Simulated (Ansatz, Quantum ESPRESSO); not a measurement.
# Complex bands of KF, rock salt type, lattice constant set to 5.338 Å, part 2 of 4

How good a tunnel barrier is KF, rock salt type, lattice constant set to 5.338 Å?

Quantum ESPRESSO 7.5; plane-wave DFT, LDA, GBRV ultrasoft pseudopotentials; cross-check by Ansatz 0.2.0 with PAW datasets.

So far. Step 2 (Self-consistent run): The run needed 11 iterations to bring the estimated error under 1e-09 Ry.

The structure was built from a prototype and need not be the compound's stable phase.

## (3) Complex bands with pwcond.x

Level of this step: complex band structure by pwcond; plane-wave DFT, LDA, GBRV ultrasoft pseudopotentials (Quantum ESPRESSO).

ikind = 0 solves one period of the crystal for all kz, real and complex, at each energy and k across. ewind and epsproj trim the two-dimensional plane-wave basis; nz1 sets the subslabs.

Input file cbs.in:

```
&inputcond
  outdir = './out'
  prefixl = 'scf'
  band_file = 'cbs'
  ikind = 0
  ewind = 4.0
  epsproj = 1e-05
  nz1 = 7
  energy0 = 9.9
  denergy = -0.3
/
4
  0.00000000 0.00000000 1.00000000
  0.50000000 0.00000000 1.00000000
  0.50000000 0.50000000 1.00000000
  0.25000000 0.00000000 1.00000000
41
```

Run with:

```
$ OMP_NUM_THREADS=1 mpirun -n 2 pwcond.x -in cbs.in > cbs.out
```

The program printed:

```text
[banner, memory and clock lines left out]
Program PWCOND v.7.5 starts

          URL

     ./out/scf.save/

     IMPORTANT: XC functional enforced from input :
     Exchange-correlation= PZ
                           (   1   1   0   0   0   0   0)
     Any further DFT definition will be discarded
     Please, verify this is what you really want

     Reading collected, re-writing distributed wavefunctions

===== INPUT FILE containing the left lead =====

     GEOMETRY:

     lattice parameter (alat)  =       7.1328  a.u.
     the volume                =     513.2185 (a.u.)^3
     the cross section         =      50.8774 (a.u.)^2
     l of the unit cell        =       1.4142 (alat)
     number of atoms/cell      =            4
     number of atomic types    =            2

     crystal axes: (cart. coord. in units of alat)
               a(1) = (  1.0000  0.0000  0.0000 )
               a(2) = (  0.0000  1.0000  0.0000 )
               a(3) = (  0.0000  0.0000  1.4142 )

   Cartesian axes

     site n.     atom                  positions (alat units)
          1        K      tau(  1)=(  0.0000  0.0000  1.4142  )
          2        F      tau(  2)=(  0.5000  0.5000  1.4142  )
          3        K      tau(  3)=(  0.5000  0.5000  0.7071  )
          4        F      tau(  4)=(  0.0000  0.0000  0.7071  )

     nr1s                      =           30
     nr2s                      =           30
     nr3s                      =           45
     nr1sx                     =           30
     nr2sx                     =           30
     nr3sx                     =           45
     nr1                       =           36
     nr2                       =           36
     nr3                       =           45
     nr1x                      =           36
     nr2x                      =           36
     nr3x                      =           45

 _______________________________
  Radii of nonlocal spheres:

     type       ibeta     ang. mom.          radius (alat units)
       K          1         0                    0.2839
       K          2         0                    0.2839
       K          3         1                    0.2839
       K          4         1                    0.2839
       K          5         2                    0.2839
       K          6         2                    0.2839
       F          1         0                    0.1979
       F          2         0                    0.1979
       F          3         1                    0.1979
       F          4         1                    0.1979
----- General information -----

----- Complex band structure calculation -----

     nrx                       =           30
     nry                       =           30
     nz1                       =            7

     energy0               =         9.9E+00
     denergy               =        -3.0E-01
     nenergy               =         41
     ecut2d                =         4.0E+01
     ewind                 =         4.0E+00
     epsproj               =         1.0E-05

     number of k_|| points=    4
                       cryst. coord.
        k(    1) = (   0.0000000   0.0000000), wk =   0.2500000
        k(    2) = (   0.5000000   0.0000000), wk =   0.2500000
        k(    3) = (   0.5000000   0.5000000), wk =   0.2500000
        k(    4) = (   0.2500000   0.0000000), wk =   0.2500000
----- Information about left lead -----

     nocros                   =           26
     noins                    =           26
     norb                     =           78
     norbf                    =           78
     nrz                      =           45

      iorb      type   ibeta   ang. mom.   m       position (alat)
        1        1       1        0        1   taunew(   1)=(  0.0000  0.0000  0.0000)
        2        1       2        0        1   taunew(   2)=(  0.0000  0.0000  0.0000)
        3        1       3        1        1   taunew(   3)=(  0.0000  0.0000  0.0000)
        4        1       3        1        2   taunew(   4)=(  0.0000  0.0000  0.0000)
        5        1       3        1        3   taunew(   5)=(  0.0000  0.0000  0.0000)
        6        1       4        1        1   taunew(   6)=(  0.0000  0.0000  0.0000)
        7        1       4        1        2   taunew(   7)=(  0.0000  0.0000  0.0000)
        8        1       4        1        3   taunew(   8)=(  0.0000  0.0000  0.0000)
        9        1       5        2        1   taunew(   9)=(  0.0000  0.0000  0.0000)
       10        1       5        2        2   taunew(  10)=(  0.0000  0.0000  0.0000)
       11        1       5        2        3   taunew(  11)=(  0.0000  0.0000  0.0000)
       12        1       5        2        4   taunew(  12)=(  0.0000  0.0000  0.0000)
       13        1       5        2        5   taunew(  13)=(  0.0000  0.0000  0.0000)
       14        1       6        2        1   taunew(  14)=(  0.0000  0.0000  0.0000)
       15        1       6        2        2   taunew(  15)=(  0.0000  0.0000  0.0000)
       16        1       6        2        3   taunew(  16)=(  0.0000  0.0000  0.0000)
       17        1       6        2        4   taunew(  17)=(  0.0000  0.0000  0.0000)
       18        1       6        2        5   taunew(  18)=(  0.0000  0.0000  0.0000)
       19        2       1        0        1   taunew(  19)=(  0.5000  0.5000  0.0000)
       20        2       2        0        1   taunew(  20)=(  0.5000  0.5000  0.0000)
       21        2       3        1        1   taunew(  21)=(  0.5000  0.5000  0.0000)
       22        2       3        1        2   taunew(  22)=(  0.5000  0.5000  0.0000)
       23        2       3        1        3   taunew(  23)=(  0.5000  0.5000  0.0000)
       24        2       4        1        1   taunew(  24)=(  0.5000  0.5000  0.0000)
       25        2       4        1        2   taunew(  25)=(  0.5000  0.5000  0.0000)
       26        2       4        1        3   taunew(  26)=(  0.5000  0.5000  0.0000)
       27        1       1        0        1   taunew(  27)=(  0.5000  0.5000  0.7071)
       28        1       2        0        1   taunew(  28)=(  0.5000  0.5000  0.7071)
       29        1       3        1        1   taunew(  29)=(  0.5000  0.5000  0.7071)
       30        1       3        1        2   taunew(  30)=(  0.5000  0.5000  0.7071)
       31        1       3        1        3   taunew(  31)=(  0.5000  0.5000  0.7071)
       32        1       4        1        1   taunew(  32)=(  0.5000  0.5000  0.7071)
       33        1       4        1        2   taunew(  33)=(  0.5000  0.5000  0.7071)
       34        1       4        1        3   taunew(  34)=(  0.5000  0.5000  0.7071)
[...]
61        1       5        2        1   taunew(  61)=(  0.0000  0.0000  1.4142)
       62        1       5        2        2   taunew(  62)=(  0.0000  0.0000  1.4142)
       63        1       5        2        3   taunew(  63)=(  0.0000  0.0000  1.4142)
       64        1       5        2        4   taunew(  64)=(  0.0000  0.0000  1.4142)
       65        1       5        2        5   taunew(  65)=(  0.0000  0.0000  1.4142)
       66        1       6        2        1   taunew(  66)=(  0.0000  0.0000  1.4142)
       67        1       6        2        2   taunew(  67)=(  0.0000  0.0000  1.4142)
       68        1       6        2        3   taunew(  68)=(  0.0000  0.0000  1.4142)
       69        1       6        2        4   taunew(  69)=(  0.0000  0.0000  1.4142)
       70        1       6        2        5   taunew(  70)=(  0.0000  0.0000  1.4142)
       71        2       1        0        1   taunew(  71)=(  0.5000  0.5000  1.4142)
       72        2       2        0        1   taunew(  72)=(  0.5000  0.5000  1.4142)
       73        2       3        1        1   taunew(  73)=(  0.5000  0.5000  1.4142)
       74        2       3        1        2   taunew(  74)=(  0.5000  0.5000  1.4142)
       75        2       3        1        3   taunew(  75)=(  0.5000  0.5000  1.4142)
       76        2       4        1        1   taunew(  76)=(  0.5000  0.5000  1.4142)
       77        2       4        1        2   taunew(  77)=(  0.5000  0.5000  1.4142)
       78        2       4        1        3   taunew(  78)=(  0.5000  0.5000  1.4142)
    k slab    z(k)  z(k+1)     crossing(iorb=1,norb)
    1   0.0000 0.0314 0.0314   111111111111111111111111110000000000000000000000000000000000000000000000000000
    2   0.0314 0.0629 0.0314   111111111111111111111111110000000000000000000000000000000000000000000000000000
    3   0.0629 0.0943 0.0314   111111111111111111111111110000000000000000000000000000000000000000000000000000
    4   0.0943 0.1257 0.0314   111111111111111111111111110000000000000000000000000000000000000000000000000000
    5   0.1257 0.1571 0.0314   111111111111111111111111110000000000000000000000000000000000000000000000000000
    6   0.1571 0.1886 0.0314   111111111111111111111111110000000000000000000000000000000000000000000000000000
    7   0.1886 0.2200 0.0314   111111111111111111111111110000000000000000000000000000000000000000000000000000
    8   0.2200 0.2514 0.0314   111111111111111111000000000000000000000000000000000000000000000000000000000000
    9   0.2514 0.2828 0.0314   111111111111111111000000000000000000000000000000000000000000000000000000000000
   10   0.2828 0.3143 0.0314   111111111111111111000000000000000000000000000000000000000000000000000000000000
   11   0.3143 0.3457 0.0314   000000000000000000000000000000000000000000000000000000000000000000000000000000
   12   0.3457 0.3771 0.0314   000000000000000000000000000000000000000000000000000000000000000000000000000000
   13   0.3771 0.4086 0.0314   000000000000000000000000000000000000000000000000000000000000000000000000000000
   14   0.4086 0.4400 0.0314   000000000000000000000000001111111111111111110000000000000000000000000000000000
   15   0.4400 0.4714 0.0314   000000000000000000000000001111111111111111110000000000000000000000000000000000
   16   0.4714 0.5028 0.0314   000000000000000000000000001111111111111111110000000000000000000000000000000000
   17   0.5028 0.5343 0.0314   000000000000000000000000001111111111111111111111111100000000000000000000000000
   18   0.5343 0.5657 0.0314   000000000000000000000000001111111111111111111111111100000000000000000000000000
   19   0.5657 0.5971 0.0314   000000000000000000000000001111111111111111111111111100000000000000000000000000
   20   0.5971 0.6285 0.0314   000000000000000000000000001111111111111111111111111100000000000000000000000000
   21   0.6285 0.6600 0.0314   000000000000000000000000001111111111111111111111111100000000000000000000000000
   22   0.6600 0.6914 0.0314   000000000000000000000000001111111111111111111111111100000000000000000000000000
   23   0.6914 0.7228 0.0314   000000000000000000000000001111111111111111111111111100000000000000000000000000
   24   0.7228 0.7542 0.0314   000000000000000000000000001111111111111111111111111100000000000000000000000000
   25   0.7542 0.7857 0.0314   000000000000000000000000001111111111111111111111111100000000000000000000000000
   26   0.7857 0.8171 0.0314   000000000000000000000000001111111111111111111111111100000000000000000000000000
   27   0.8171 0.8485 0.0314   000000000000000000000000001111111111111111111111111100000000000000000000000000
   28   0.8485 0.8800 0.0314   000000000000000000000000001111111111111111111111111100000000000000000000000000
   29   0.8800 0.9114 0.0314   000000000000000000000000001111111111111111111111111100000000000000000000000000
   30   0.9114 0.9428 0.0314   000000000000000000000000001111111111111111110000000000000000000000000000000000
   31   0.9428 0.9742 0.0314   000000000000000000000000001111111111111111110000000000000000000000000000000000
   32   0.9742 1.0057 0.0314   000000000000000000000000001111111111111111110000000000000000000000000000000000
   33   1.0057 1.0371 0.0314   000000000000000000000000000000000000000000000000000000000000000000000000000000
   34   1.0371 1.0685 0.0314   000000000000000000000000000000000000000000000000000000000000000000000000000000
   35   1.0685 1.0999 0.0314   000000000000000000000000000000000000000000000000000000000000000000000000000000
   36   1.0999 1.1314 0.0314   000000000000000000000000000000000000000000000000000011111111111111111100000000
   37   1.1314 1.1628 0.0314   000000000000000000000000000000000000000000000000000011111111111111111100000000
   38   1.1628 1.1942 0.0314   000000000000000000000000000000000000000000000000000011111111111111111100000000
   39   1.1942 1.2257 0.0314   000000000000000000000000000000000000000000000000000011111111111111111111111111
   40   1.2257 1.2571 0.0314   000000000000000000000000000000000000000000000000000011111111111111111111111111
   41   1.2571 1.2885 0.0314   000000000000000000000000000000000000000000000000000011111111111111111111111111
   42   1.2885 1.3199 0.0314   000000000000000000000000000000000000000000000000000011111111111111111111111111
   43   1.3199 1.3514 0.0314   000000000000000000000000000000000000000000000000000011111111111111111111111111
   44   1.3514 1.3828 0.0314   000000000000000000000000000000000000000000000000000011111111111111111111111111
   45   1.3828 1.4142 0.0314   000000000000000000000000000000000000000000000000000011111111111111111111111111
 ngper, shell number =          161          25
 ngper, n2d =          161          87
---  E-Ef =    9.9000000  k =    0.0000000   0.0000000
---  ie =          1  ik =          1
 Nchannels of the left tip =            2
 Right moving states:
   k1(2pi/a)   k2(2pi/a)   E-Ef (eV)
  -0.1061167  -0.0000000   9.9000000
  -0.2634503   0.0000000   9.9000000
 Left moving states:
   k1(2pi/a)   k2(2pi/a)   E-Ef (eV)
   0.1061167  -0.0000000   9.9000000
   0.2634503   0.0000000   9.9000000

---  E-Ef =    9.6000000  k =    0.0000000   0.0000000
---  ie =          2  ik =          1
 Nchannels of the left tip =            2
 Right moving states:
   k1(2pi/a)   k2(2pi/a)   E-Ef (eV)
  -0.1695727  -0.0000000   9.6000000
  -0.3357457   0.0000000   9.6000000
 Left moving states:
   k1(2pi/a)   k2(2pi/a)   E-Ef (eV)
   0.1695727  -0.0000000   9.6000000
   0.3357457   0.0000000   9.6000000
[... further energies and points left out ...]
---  E-Ef =   -1.8000000  k =    0.2500000   0.0000000
---  ie =         40  ik =          4
 Nchannels of the left tip =            0
 Right moving states:
   k1(2pi/a)   k2(2pi/a)   E-Ef (eV)
 Left moving states:
   k1(2pi/a)   k2(2pi/a)   E-Ef (eV)

---  E-Ef =   -2.1000000  k =    0.2500000   0.0000000
---  ie =         41  ik =          4
 Nchannels of the left tip =            0
 Right moving states:
   k1(2pi/a)   k2(2pi/a)   E-Ef (eV)
 Left moving states:
   k1(2pi/a)   k2(2pi/a)   E-Ef (eV)

Note: The following floating-point exceptions are signalling: IEEE_UNDERFLOW_FLAG IEEE_DENORMAL
Note: The following floating-point exceptions are signalling: IEEE_UNDERFLOW_FLAG IEEE_DENORMAL
```

Run time: 77 s. Hardware: 2 MPI ranks of Intel Xeon Platinum 8375C at 2.90GHz (Ice Lake), shared host; peak memory 0.14 GiB.

Read from the output:

- peak of the smallest κ at the zone centre: 0.456 Å⁻¹
- energy of the peak at the zone centre: 2.7 eV
- peak of the smallest κ at (1/2, 0): 0.605 Å⁻¹
- peak of the smallest κ at (1/2, 1/2): 0.611 Å⁻¹
- peak of the smallest κ at (1/4, 0): 0.513 Å⁻¹

K across = (0, 0) in the cell's reciprocal vectors; values within 0.0025 1/Å of each other count once, columns are sorted by size at each energy, a dash where no further value was kept. The Im kz of the slowest decaying states by energy, zero at the highest filled level of the SCF mesh:

```
energy (eV)  decay 1 (Å⁻¹)  decay 2 (Å⁻¹)  decay 3 (Å⁻¹)
      -2.10          0.557           1.20           1.70
      -1.50          0.476           1.12           1.65
      -0.90          0.333          0.999           1.59
      -0.30          0.756           1.54           1.59
       0.00          0.052          0.276          0.582
       0.30           0.25          0.392          0.677
       0.90          0.372          0.509          0.841
       1.20          0.403          0.546          0.875
       1.80           0.44          0.599          0.912
       2.40          0.455          0.635          0.925
       3.00          0.453           0.66          0.926
       3.60          0.435          0.677          0.918
       4.20          0.399          0.688          0.902
       4.80          0.338          0.693           0.88
       5.40          0.229          0.693          0.853
       6.00          0.689          0.773          0.819
       6.60          0.646          0.681          0.779
       6.90          0.571          0.675          0.757
       7.50          0.372           0.66          0.706
       8.10          0.639          0.645          0.805
       8.70          0.572          0.613          0.757
       9.30          0.479          0.579          0.707
       9.90          0.351          0.537          0.652
```

K across = (0, 0) in the cell's reciprocal vectors. Re kz of states that move upwards against energy, zero at the highest filled level of the SCF mesh:

```
energy (eV)  channel 1 (Å⁻¹)  channel 2 (Å⁻¹)
      -2.10                -                -
      -1.50                -                -
      -0.90                -                -
      -0.30           -0.323           -0.208
       0.00         -0.00445                -
       0.30                -                -
       0.90                -                -
       1.20                -                -
       1.80                -                -
       2.40                -                -
       3.00                -                -
       3.60                -                -
       4.20                -                -
       4.80                -                -
       5.40                -                -
       6.00            0.167                -
       6.60            0.357                -
       6.90            0.429                -
       7.50            0.560                -
       8.10           -0.497            0.237
       8.70           -0.381            0.512
       9.30           -0.480           -0.263
       9.90           -0.310           -0.125
```

K across = (1/2, 0) in the cell's reciprocal vectors; values within 0.0025 1/Å of each other count once, columns are sorted by size at each energy, a dash where no further value was kept. The Im kz of the slowest decaying states by energy, zero at the highest filled level of the SCF mesh:

```
energy (eV)  decay 1 (Å⁻¹)  decay 2 (Å⁻¹)  decay 3 (Å⁻¹)
      -2.10          0.532           1.03           1.11
      -1.50          0.435           0.92           1.02
      -0.90          0.162          0.726          0.862
      -0.30          0.417          0.622           1.99
       0.00          0.226          0.753           1.97
       0.30          0.355          0.826          0.857
       0.90          0.467          0.903          0.956
       1.20            0.5          0.926          0.984
       1.80          0.546          0.955           1.02
       2.40          0.575          0.971           1.04
       3.00          0.592          0.977           1.05
       3.60          0.602          0.976           1.05
       4.20          0.605           0.97           1.05
       4.80          0.601           0.96           1.04
       5.40          0.591          0.949           1.03
       6.00          0.575          0.937           1.01
       6.60          0.551           0.93          0.995
       6.90          0.535          0.935          0.984
       7.50          0.495          0.961          0.988
       8.10          0.433          0.892          0.936
       8.70          0.292          0.699          0.909
       9.30          0.276          0.469          0.883
       9.90          0.493          0.862           1.03
```

(Part 2 of 4 ends here.)

[Logs are printed without paths, hosts, clocks, repeated set-up lines and the standing remarks that a program may print on its own settings, such as how far it seeks lower states.]

[Hosts, paths, dates, database ids (printed as entryN), source tags and the programs' standing remarks are cut or masked in the printed files.]

[Maps of the electrostatic potential energy from Ansatz leave out the sawtooth potential of an applied field or a dipole correction, so their vacuum need not be flat; planar profiles and work functions include it.]
